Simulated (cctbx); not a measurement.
## Nd3Y4Cu3: as given, inverted or twinned?

Space group I-43d (no. 220), a = 10.1350 Å, b = 10.1350 Å, c = 10.1350 Å, α = 90.00°, β = 90.00°, γ = 90.00°.

```
atom  mult.       x       y       z  Ueq (Å²)
 Nd1     12     1/2     1/4     1/8    0.0194
  Y1     16  0.1610  0.1610  0.1610    0.0154
 Cu1     12       0     3/4     1/8    0.0138
```

The model is made up (kin elements in a known structure type, no relaxation), so it says nothing on whether the phase exists.

Data sets are simulated with cctbx and refined with Bijvoet mates kept apart; Flack x is then fitted as the share of an inverted twin with the atoms fixed, Hooft y from the Bijvoet differences. The group is acentric but holds improper operations, so there is an absolute structure (orientation) and no hand.

Untwinned crystal. What Flack and Hooft values should come out?

| λ (Å) | extinction (unmodelled) | d min (Å) | top counts | error (%) | model | R1 | Flack x | s.u. | Hooft y | s.u. | pairs |
| --- | --- | --- | --- | --- | --- | --- | --- | --- | --- | --- | --- |
| 0.71073 | 0.3 | 0.77 | 40000 | 6 | as given | 0.0108 | -0.006 | 0.009 | -0.002 | 0.007 | 83 |
| 0.71073 | 0.3 | 0.77 | 40000 | 6 | inverted | 0.0550 | 1.002 | 0.012 | 1.025 | 0.008 | 83 |
| 1.54184 | 0 | 0.83 | 40000 | 4 | as given | 0.0044 | 0.001 | 0.0016 | -0.001 | 0.002 | 66 |

With Mo Kα, x is within 3 s.u. of 0, so the absolute structure is right. With Cu Kα, x is within 3 s.u. of 0, so the absolute structure is right. Inverting the model turns x into about 1 − x.

A further crystal gives:

```
  λ (Å)  extinction (unmodelled)  d min (Å)  top counts  error (%)     model      R1  Flack x   s.u.  Hooft y   s.u.  pairs
1.54184                        0       0.83       70000          2  as given  0.0453    0.299  0.003    0.297  0.001     66
```

**Question.** What is it?

It was simulated as an inversion twin with a fraction 0.3 of the inverted domain. Flack x is over 3 s.u. from both 0 and 1 and reads that fraction.

[Logs are printed without paths, hosts, clocks, repeated set-up lines and the standing remarks that a program may print on its own settings, such as how far it seeks lower states.]
